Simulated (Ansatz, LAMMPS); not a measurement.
# Relaxing amorphous Hg33S25Se8 (66 atoms), part 3 of 3

Aim: bring amorphous Hg33S25Se8 (66 atoms) to a nearby minimum of the energy and see what moves.

Ansatz 0.2.0; Kohn-Sham DFT, PBEsol, PAW (set soft_2), plane waves.

The cell: 33 Hg, 25 S and 8 Se. The quench rate of 1000 K/ps is many orders above laboratory rates. The network of bonds at the start is that of the classical potential that made the cell. The Brillouin zone is sampled at Γ only, in a cell whose shortest periodic width is 12 Å. Spin–orbit coupling is left out.

So far. Step 4 (Relaxation): The relaxation changed the energy by -270 meV/atom, and atoms moved by 1.1 Å r.m.s., 2.9 Å at most.

**6. Single point at the relaxed geometry**

One more single point at the end of the walk gives the fuller output and checks the residual forces.

File input.yaml:

```yaml
crystal:
  lattice:
    - [12.034, 0.0, 0.0]
    - [0.0, 12.034, 0.0]
    - [0.0, 0.0, 12.034]
  atoms:
    - { symbol: Hg, position: [0.72071, 0.37644, 0.97535] }
    - { symbol: Hg, position: [0.24821, 0.21006, 0.69604] }
    - { symbol: Hg, position: [0.06667, 0.70207, 0.59521] }
    - { symbol: Hg, position: [0.27632, 0.50321, 0.07998] }
    - { symbol: Hg, position: [0.75727, 0.8508, 0.08314] }
    - { symbol: Hg, position: [0.3664, 0.77646, 0.13259] }
    - { symbol: Hg, position: [0.92618, 0.63989, 0.22648] }
    - { symbol: Hg, position: [0.54608, 0.05253, 0.51949] }
    - { symbol: Hg, position: [0.33807, 0.03235, 0.28351] }
    - { symbol: Hg, position: [0.54262, 0.32981, 0.71113] }
    - { symbol: Hg, position: [0.26243, 0.78236, 0.53748] }
    - { symbol: Hg, position: [0.82626, 0.14966, 0.14643] }
    - { symbol: Hg, position: [0.03292, 0.32793, 0.02875] }
    - { symbol: Hg, position: [0.09908, 0.218, 0.28738] }
    - { symbol: Hg, position: [0.32954, 0.48012, 0.74338] }
    - { symbol: Hg, position: [0.49025, 0.68505, 0.88441] }
    - { symbol: Hg, position: [0.5998, 0.16849, 0.18503] }
    - { symbol: Hg, position: [0.52431, 0.80838, 0.70668] }
    - { symbol: Hg, position: [0.84676, 0.44944, 0.66042] }
    - { symbol: Hg, position: [0.61911, 0.04629, 0.8602] }
    - { symbol: Hg, position: [0.06612, 0.88575, 0.35113] }
    - { symbol: Hg, position: [0.58904, 0.57715, 0.55977] }
    - { symbol: Hg, position: [0.7351, 0.25044, 0.36855] }
    - { symbol: Hg, position: [0.64457, 0.78661, 0.32921] }
    - { symbol: Hg, position: [0.63616, 0.51237, 0.22683] }
    - { symbol: Hg, position: [0.83015, 0.83705, 0.56747] }
    - { symbol: Hg, position: [0.33678, 0.44105, 0.4046] }
    - { symbol: Hg, position: [0.00903, 0.60458, 0.89486] }
    - { symbol: Hg, position: [0.39861, 0.23136, 0.95558] }
    - { symbol: Hg, position: [0.94287, 0.17393, 0.82075] }
    - { symbol: Hg, position: [0.945, 0.12809, 0.53833] }
    - { symbol: Hg, position: [0.12767, 0.94096, 0.69657] }
    - { symbol: Hg, position: [0.03495, 0.98842, 0.03198] }
    - { symbol: S, position: [0.22567, 0.67368, 0.83131] }
    - { symbol: S, position: [0.797, 0.02006, 0.41403] }
    - { symbol: S, position: [0.36151, 0.56044, 0.56507] }
    - { symbol: S, position: [0.30775, 0.93616, 0.78211] }
    - { symbol: S, position: [0.74377, 0.68584, 0.46768] }
    - { symbol: S, position: [0.45232, 0.60858, 0.07451] }
    - { symbol: S, position: [0.81852, 0.08211, 0.94762] }
    - { symbol: S, position: [0.26819, 0.3705, 0.89672] }
    - { symbol: S, position: [0.25577, 0.82548, 0.90389] }
    - { symbol: S, position: [0.55565, 0.35912, 0.07453] }
    - { symbol: S, position: [0.94397, 0.81423, 0.0221] }
    - { symbol: S, position: [0.49337, 0.06808, 0.01662] }
    - { symbol: S, position: [0.06209, 0.26208, 0.68124] }
    - { symbol: S, position: [0.87313, 0.96947, 0.26991] }
    - { symbol: S, position: [0.88954, 0.38629, 0.88018] }
    - { symbol: S, position: [0.61664, 0.50577, 0.7546] }
    - { symbol: S, position: [0.66376, 0.97896, 0.67366] }
    - { symbol: S, position: [0.43864, 0.16237, 0.6998] }
    - { symbol: S, position: [0.93213, 0.96105, 0.69051] }
    - { symbol: S, position: [0.13699, 0.15517, 0.06313] }
    - { symbol: S, position: [0.91673, 0.632, 0.71471] }
    - { symbol: S, position: [0.07274, 0.53052, 0.07172] }
    - { symbol: S, position: [0.05744, 0.68489, 0.36566] }
    - { symbol: S, position: [0.22932, 0.90688, 0.18221] }
    - { symbol: S, position: [0.58211, 0.88643, 0.17355] }
    - { symbol: Se, position: [0.4602, 0.17184, 0.36741] }
    - { symbol: Se, position: [0.77111, 0.26703, 0.59163] }
    - { symbol: Se, position: [0.57556, 0.421, 0.40179] }
    - { symbol: Se, position: [0.28375, 0.33805, 0.23489] }
    - { symbol: Se, position: [0.9173, 0.32527, 0.24499] }
    - { symbol: Se, position: [0.76841, 0.60467, 0.09624] }
    - { symbol: Se, position: [0.13686, 0.06784, 0.44106] }
    - { symbol: Se, position: [0.46139, 0.83569, 0.49663] }
kpoints:
  mp_grid: { grid: [1, 1, 1] }
hamiltonian:
  xc: pbesol
scf:
  occupations: { method: gaussian, width: 0.025 }
output:
  forces: true
  stress: true
  populations: true
  dos:
    method: { smearing: { sigma: 0.08 } }
    de: 0.1
    projected: { site_lists: { Hg: [Hg], S: [S], Se: [Se] } }
  eigenvalues: true
  write_density: true
  write_potential: true
  volumetric_format: npy
```

Started as:

```bash
ansatz run input.yaml --threads 4 --pin off --max-ram 8192MiB --backend cpu --events-out ev --progress --plain --runs-dir out
```

Numbers of over 12 decimals in the logs are rounded to 6 here.

Log:

```text
[...]
Crystal: 66 atoms, lattice volume = 1742.730 Å³
Basis set: ecut = 420 eV, 34049 PW (Γ), exchange–correlation on 162×162×162 points (8 copies of the dense FFT grid, shifted against one another)
Bands: 563, of which v1, the nominal top of the filled ones, is band 469 counted from 1 (468 counted from 0)
Symmetry: 1 space group operations
[...]
k-points: 1
[...]
SCF iter   1: F=—  HF=-516563.868621 eV  |F-HF|=—  |Δ(HF+E_count)|=         —  Δρ=4.22e-3  dr2=5.51e-1  ethr=1.77e-3  ⟨swp⟩=6.0  Hψ=2191  notcnv=0  defer=16
[...]
SCF iter  10: F=-516563.744077 eV  HF=-516563.744077 eV  |F-HF|=5.15e-8  |Δ(HF+E_count)|=   2.33e-7  Δρ=1.09e-6  dr2=5.82e-8  ethr=1.07e-11  ⟨swp⟩=15.0  Hψ=4748  notcnv=0
SCF 1 converged in 10 iterations: F = -516563.744077 eV  dr2 = 5.82e-8
[...]
SCF converged after 10 iterations
Free energy (F): -516563.744077 eV
[...]
Internal energy: -516563.744077 eV  (E = F + TS)
E sigma→0 (E₀):  -516563.744077 eV
Fermi energy:    8.569174 eV
[...]
--- Forces (eV/Å), atoms counted from 1 ---
  atom   1  Hg     0.00102042     0.00034133    -0.00258067
  atom   2  Hg     0.00095666    -0.00170713    -0.00313953
  atom   3  Hg     0.00447901     0.00944306    -0.00116156
  atom   4  Hg    -0.01174979    -0.00233420     0.00192295
  atom   5  Hg     0.01776584    -0.01353219     0.00007358
  atom   6  Hg     0.00025123     0.00046812     0.00307482
  atom   7  Hg    -0.01281543     0.00796197     0.00690289
  atom   8  Hg    -0.00221901    -0.00134215     0.00136895
  atom   9  Hg    -0.00260580    -0.00141114     0.00220922
  atom  10  Hg     0.00410381    -0.00191374    -0.00192567
  atom  11  Hg    -0.00782840    -0.00066854     0.00316491
  atom  12  Hg    -0.00578668    -0.00096315     0.00019022
  atom  13  Hg    -0.00332037     0.00305420     0.00182141
  atom  14  Hg    -0.00614294     0.00527942    -0.00150630
[...]
atom  65  Se     0.00187767    -0.00426137    -0.00043778
  atom  66  Se    -0.00846793     0.00348222     0.00146206
  max |Σ_I F_I| component: 2.12e-5 eV/Å
--- Stress (GPa, compression-positive) ---
        0.627356      -0.167892       0.143530
       -0.167892       0.566872      -0.063600
        0.143530      -0.063600      -0.028496
  P = ⅓ Tr σ = 0.3886 GPa (3.886 kbar)
--- Band table (eV) ---
[...]
--- Löwdin populations: 66 sites ---
  site symbol       q [e]
     0     Hg     19.0253
     1     Hg     19.0407
     2     Hg     19.2591
[...]
65     Se     16.9058
  spilling = 0.007707 (of n_electrons = 938.000000)
```

The job ended after 45 s (4 threads of Arm Neoverse V2, shared host; peak memory 2.7 GiB).

Read from the output:

- free energy: -516563.7441 eV
- free energy per atom: -7826.7234 eV/atom
- SCF cycles: 10
- pressure: 0.3886 GPa
- r.m.s. force component: 0.00575 eV/Å
- longest force: 0.02385 eV/Å
- Fermi energy: 8.569 eV
- gap (highest filled to lowest empty level): 0.8101 eV
- spilling of the projection: 0.007707

Density of states as counts of states in windows of 1 eV (from the Fermi level), total and the larger projections:

```
from (eV)  to (eV)  total   Hg d   S p  Hg s  Se p
      -10       -9    0.0    0.0   0.0   0.0   0.0
       -9       -8   29.4   22.0   4.7   1.3   0.5
       -8       -7  156.6  140.0   9.0   2.6   3.0
       -7       -6  144.6  136.0   3.5   1.9   1.2
       -6       -5   30.9    8.5   9.3   9.3   2.0
       -5       -4   32.9    5.5  12.2   9.9   3.3
       -4       -3   34.3    3.0  20.4   3.8   5.0
       -3       -2   40.9    3.0  25.0   2.1   8.4
       -2       -1   47.4    3.5  28.0   1.9  11.5
       -1        0   11.0    0.8   5.3   0.8   3.5
        0        1    9.3    0.4   2.9   3.2   1.0
        1        2   32.5    0.9   9.5  11.0   3.2
        2        3   33.1    0.7   9.2   8.2   2.6
        3        4   26.6    0.2   2.3   1.7   0.6
        4        5   33.3    0.1   1.6   1.1   0.5
```

The curve was stored every 0.100 eV, coarse against its broadening of 0.08 eV, so these counts are rough.

Between -26 and -10 eV lie 66 more states.

The stored curve holds about 594 of the 938 electrons; the rest, give or take the few that broadening carries across the Fermi level, lie in deeper levels below its range.

The levels nearest the highest filled one (over half full), pooled over k-points and spins:

```
level less the highest filled one (eV)  occupation
                                -0.562           2
                                -0.495           2
                                -0.361           2
                                -0.285           2
                                -0.212           2
                                     0           2
                                 0.810           0
                                  1.21           0
                                  1.33           0
                                  1.36           0
                                  1.45           0
                                  1.49           0
```

Electrostatic potential energy in the ac plane at fractional y = 0.162, with atoms of Hg and S and Se within 0.2 Å of it. With pseudopotentials it is smooth inside the atoms' cores, unlike the true potential.

Ten even steps from '0' (-36 eV) to '9' (13 eV), each cell a mean:
```
9999889999986446899999999998889999
9999999999986457899999999998888889
7999999999998888999999999999986334
3899999999999999999999999999971000
3799999999999999999999999999961000
6899998766888754689999999999985213
9999986201477212158999999999999888
9999986200477212158999999999999999
9999998645788744689999999999999888
7999999989999999999999999999986434
4899999999999999999999999999973000
4899999999999999999999999999983000
8999889999999998889999999999997545
9998889999999865568999999899999999
9998889999998657656999988789999999
9875689999998657656999988789999999
9631258999999865568999999999999999
9731268999999998888655799999999999
9876789999999999984000279875468999
9999999999999999972000168720004899
9998668999999999985101478610002799
9973113899999999998777899841025899
9961222799999999999999999987789999
9985235899998778889999999999999999
```
Columns run along a (12.0 Å; values clipped at the 3rd and 97th percentile), rows up along c (12.0 Å). Atoms in or near the plane, at fractional coordinates: Hg at (0.83, 0.15), Hg at (0.60, 0.19), Hg at (0.94, 0.82), S at (0.44, 0.70), S at (0.14, 0.06), Se at (0.46, 0.37).

Valence density in the ac plane at fractional y = 0.162, with atoms of Hg and S and Se within 0.2 Å of it. It is the smooth field of the valence electrons, not physical close to the nuclei.

Ten steps, logarithmic in the rise over the least value, from '0' (0 e/Å³) to '9' (18 e/Å³), each cell a mean:
```
0011221100123443221000000122221000
0000000000023443210000000122222111
2100000000011221100000000011223555
5200000000000010000011000001136888
5210000011000111110000000000136898
3110011343212333321000000000024665
1111113576433433431000000000001222
1111113676433433431000000000000011
1111112344222333321000000111111121
3110000111100111110000000111123555
4210000000000000011100000111125787
4211110000000000111110000000125787
2111111000000011211100000000012454
1111221000001235432100011111000111
0112221000001369963100112221000000
1234321000012369963100112221000000
1356632000011234432111111111000000
1356531000000111222344211111110000
0123321000000000124788631134542100
0011111000000000125899732368875200
0112332100000000024677522368986210
0133344210000000112233211246764100
0133234310000111111110000122321000
0123343210012332221100000012211000
```
Columns run along a (12.0 Å), rows up along c (12.0 Å). Atoms in or near the plane, at fractional coordinates: Hg at (0.83, 0.15), Hg at (0.60, 0.19), Hg at (0.94, 0.82), S at (0.44, 0.70), S at (0.14, 0.06), Se at (0.46, 0.37).

The surroundings of Se60, one of the 8 Se atoms, nearest first, numbered as they follow in the input and with coordinates relative to it.

```
atom      x      y      z  distance (Å)
Se60   0.00   0.00   0.00          0.00
Hg19   0.91   2.20   0.83          2.52
Hg23  -0.43  -0.20  -2.68          2.73
Hg31   2.09  -1.67  -0.64          2.75
Hg10  -2.75   0.76   1.44          3.19
Hg30   2.07  -1.12   2.76          3.62
 S46   3.50  -0.06   1.08          3.66
 S35   0.31  -2.97  -2.14          3.67
Se61  -2.35   1.85  -2.28          3.77
 S50  -1.29  -3.47   0.99          3.83
 Hg8  -2.71  -2.58  -0.87          3.84
 S49  -1.86   2.87   1.96          3.94
 S48   1.43   1.44   3.47          4.02
```

**7. Summary of results**

| Quantity | Value |
| --- | --- |
| energy change in the relaxation | -270.5 meV/atom |
| r.m.s. displacement | 1.143 Å |
| largest displacement | 2.929 Å |
| free energy per atom | -7826.7234 eV/atom |
| pressure | 0.3886 GPa |
| r.m.s. force component | 0.00575 eV/Å |
| gap (highest filled to lowest empty level) | 0.8101 eV |
| wall time of the 3 DFT runs | 21 min |

Relaxation lowers the energy by 270 meV/atom and moves atoms by 1.1 Å r.m.s.; the r.m.s. force component goes from 0.38 to 0.0057 eV/Å, the pressure goes from -3.3 to 0.39 GPa. First to last step the energy falls by 17.850 eV; the largest move, 2.93 Å, is that of Hg1. The highest filled and lowest empty levels differ by 0.810 eV (at Γ alone); a semilocal functional tends to put such gaps too low. In a disordered cell it changes from sample to sample, and tail or defect levels can set it.

What to keep in mind: The starting topology of bonds comes from the classical model; in DFT atoms moved by 1.1 Å r.m.s.

[Logs are printed without paths, hosts, clocks, repeated set-up lines and the standing remarks that a program may print on its own settings, such as how far it seeks lower states.]

[Hosts, paths, dates, database ids (printed as entryN), source tags and the programs' standing remarks are cut or masked in the printed files.]
